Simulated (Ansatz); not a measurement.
# Relaxing graphene zigzag nanoribbon, H-capped, B on C sites (72 atoms), part 3 of 3

Aim: bring graphene zigzag nanoribbon, H-capped, B on C sites (72 atoms) to a nearby minimum of the energy and see what moves.

Ansatz 0.2.0; Kohn-Sham DFT, revPBE+D4, PAW (set soft_2), plane waves.

The cell: 48 C, 6 B and 18 H. The main run has no spin polarisation. Sampling is at Γ alone, for a cell whose periodic width is 22 Å.

So far. Step 3 (Relaxation): The relaxation changed the energy by -91.5 meV/atom, and atoms moved by 0.69 Å r.m.s., 1.5 Å at most.

**5. Single point at the relaxed geometry (continued)**

Electrostatic potential energy in the ab plane at fractional z = 0.454, with atoms of C and B and H within 0.2 Å of it. With pseudopotentials it is smooth inside the atoms' cores, unlike the true potential.

Values in eV, 13 rows by 16 columns, each cell a mean:
```
  1   1   1   1   1   1   1   1   1   1   1   1   1   1   1   1
  1   1   1   1   1   1   1   1   1   1   1   1   1   1   1   1
  0   1   1   1   1   1   1   1   1   1   1   1   1   1   1   1
-10  -1 -15  -1  -8  -8  -1 -15   1  -1  -4   0  -1   0   0   0
-31 -17 -39 -19 -28 -30 -22 -39 -18 -15 -17  -4  -4  -1  -1  -1
-12 -36  -7 -28 -16 -13 -32  -4 -23 -10  -2  -5   0   0   1   0
-29 -32 -30 -25 -22 -25 -27 -35 -27 -19 -12  -2   1   1   1   1
-23  -2 -17  -4  -6 -11  -5 -32  -8 -10 -11   1   1   2   2   1
-18 -27  -7  -3  -3  -3 -11  -7 -28 -18  -3  -1   2   2   2   1
 -2  -3   2   2   1   1   1   2  -6  -2   2   1   2   2   1   1
  2   2   2   2   2   2   2   2   2   2   2   2   2   1   1   1
  2   2   2   2   2   2   2   2   2   2   2   2   1   1   1   1
  1   1   1   1   1   1   2   2   2   2   2   1   1   1   1   1
```
Columns run along a (16.0 Å, from fractional 0.11 to 0.83 of the cell; values clipped at the 3rd and 97th percentile), rows up along b (17.2 Å). Atoms in or near the plane, at fractional coordinates: C at (0.17, 0.51), C at (0.16, 0.60), C at (0.22, 0.64), C at (0.28, 0.60), C at (0.39, 0.52), C at (0.33, 0.64), C at (0.39, 0.61), B at (0.50, 0.35), C at (0.45, 0.48), C at (0.44, 0.65), H at (0.11, 0.70), H at (0.22, 0.70), H at (0.33, 0.71), H at (0.50, 0.28) and more.

ELF in the ab plane at fractional z = 0.454, with atoms of C and B and H within 0.2 Å of it. It is the smooth field of the valence electrons, not physical close to the nuclei.

Ten even steps from '0' (0.00 × 1e-1) to '9' (9.97 × 1e-1), each cell a mean:
```
00000000000000000000000000000000000000000000
00000000000000000000000000000000000000000000
00000000000000000000000000000000000000000000
00000000000000000000000000000000000000000000
10000011000001100001100002431000023200001100
86100588500168730048861027996100389840037750
99302999820599970179994049998200599960069961
87302799720489861168884137877422577741146642
67656734764762475575267568438845875676566555
46656745742674674366466346545533553466653234
03687301478730158862026875203688620146530002
46656755752675675476567347747734765666653222
66546634764774575466466446525645665653234432
53103687510268851026873114787311367630012320
66557625754663355456666557637855875665332222
45667657842896477666446566557622674455443222
16886114776553124552003775104899840145421000
17995018999830002452002774006999950046520000
03530028999940000221000220005999930012210000
00000015898620000000000000001577400000000000
00000001343100000000000000000011000000000000
00000000000000000000000000000000000000000000
00000000000000000000000000000000000000000000
00000000000000000000000000000000000000000000
```
Columns run along a (16.0 Å, from fractional 0.00 to 0.72 of the cell), rows up along b (17.2 Å). Atoms in or near the plane, at fractional coordinates: C at (0.10, 0.39), C at (0.17, 0.51), C at (0.11, 0.47), C at (0.11, 0.64), C at (0.16, 0.60), C at (0.22, 0.64), C at (0.28, 0.60), C at (0.39, 0.52), C at (0.33, 0.64), C at (0.39, 0.61), B at (0.50, 0.35), C at (0.45, 0.48), C at (0.44, 0.65), H at (0.11, 0.70) and more.

Mean intrinsic-atomic-orbital charges: B +0.04, C -0.07, H +0.16 e. Charges this small depend on the projection, at times even in sign. By these charges the region 'hydrogen' has given 2.9 e to 'sheet'; where the regions aren't neutral units, this includes their ionic charge. Within 0.4 eV of the Fermi level the largest share is C p (84 % of the projected weight).

Local excerpt of 8 atoms (numbers count through the whole input) about H71, picked at random; x, y, z are measured from there.

```tsv
atom	x	y	z	distance (Å)	bonds	intrinsic-atomic-orbital charge (e)
H71	0.00	0.00	0.00	0.00	1	0.19
C50	0.01	1.09	-0.09	1.09	3	-0.16
C1	1.19	1.74	-0.44	2.15	3	0.00
C49	-1.19	1.80	0.08	2.16	3	0.01
H69	-2.40	0.04	0.44	2.44	1	0.18
H55	2.32	-0.08	-0.77	2.45	1	0.19
C44	-2.41	1.12	0.31	2.68	3	-0.14
C2	2.36	1.01	-0.77	2.69	3	-0.12
```

The column of bonds counts only the pairs C-C within 1.85 Å, C-H within 1.34 Å, C-B within 1.93 Å, H-B within 1.44 Å, B-B within 2.05 Å; other neighbours, such as metal atoms beside each other in a compound, aren't counted, and periodic images can show an atom twice.

**6. A changed input**

The input is spoilt on purpose; the run shows how that looks.

This step: Kohn-Sham DFT, revPBE+D4+U, PAW (set soft_2), plane waves (Ansatz 0.2.0).

Contents of input.yaml:

```yaml
crystal:
  lattice:
    - [22.14, 0.0, 0.0]
    - [0.0, 17.15099, 0.0]
    - [0.0, 0.0, 10.0]
  atoms:
    [... the 72 atom lines of step 2 ...]
kpoints:
  mp_grid: { grid: [1, 1, 1] }
hamiltonian:
  xc: revpbe
  dispersion: d4
  hubbard: { sites: [{ species: H, l: f, u_eff: 4.0 }] }
scf:
  occupations: { method: gaussian, width: 0.05 }
  max_iter: 80
output:
  forces: true
```

Run with:

```bash
> ansatz run input.yaml --threads 4 --pin off --max-ram 8192MiB --backend cpu --events-out ev --progress --plain --runs-dir out
```

Numbers of over 12 decimals in the logs are rounded to 6 here.

What it wrote:

```text
Error: inconsistent input (hamiltonian.hubbard.sites[].l, hamiltonian.hubbard.sites[].shell): the file of H doesn't list 4f, and it can't be added: PBE doesn't bind the shell 4f of the free atom, whose level lies at +1.14 eV. Type an atom or ion with it (hamiltonian.pseudopotentials.projection_atoms), take another file or name another shell
```

Elapsed: 0.07 s, on 4 threads of Arm Neoverse V2, shared host; peak memory 0.074 GiB.

The input was rejected at the start.

The program's message: “Error: inconsistent input (hamiltonian.hubbard.sites[].l, hamiltonian.hubbard.sites[].shell): the file of H doesn't list 4f, and it can't be added: PBE doesn't bind the shell 4f of the free atom, whos …”

The fault in the input: a U on a shell that isn't there (hamiltonian.hubbard = {"sites": [{"species": "H", "l": "f", "u_eff": 4.0}]}). The fix is to take out hamiltonian.hubbard.

**7. Outcome**

```
energy change in the relaxation : -91.54 meV/atom
r.m.s. displacement             : 0.69 Å
largest displacement            : 1.469 Å
free energy per atom            : -185.0650 eV/atom
r.m.s. force component          : 0.00334 eV/Å
wall time of the 3 DFT runs     : 6.3 min
```

Relaxation lowers the energy by 91.5 meV/atom and moves atoms by 0.69 Å r.m.s.; the r.m.s. force component goes from 1.8 to 0.0033 eV/Å. By the final cutoffs no bond was broken or made. From the first step to the last the energy fell by 6.591 eV, and the largest move was 1.47 Å (H59). The C-B bonds go from 1.431 Å (spread 0.033) to 1.524 Å (spread 0.016). Counting bonds as in the table, all B atoms have 3, all C atoms have 3 and all H atoms have 1 bonded neighbour. No gap is quoted: edge states of a zigzag ribbon meet away from the k-points of the run.

[Logs are printed without paths, hosts, clocks, repeated set-up lines and the standing remarks that a program may print on its own settings, such as how far it seeks lower states.]

[Hosts, paths, dates, database ids (printed as entryN), source tags and the programs' standing remarks are cut or masked in the printed files.]
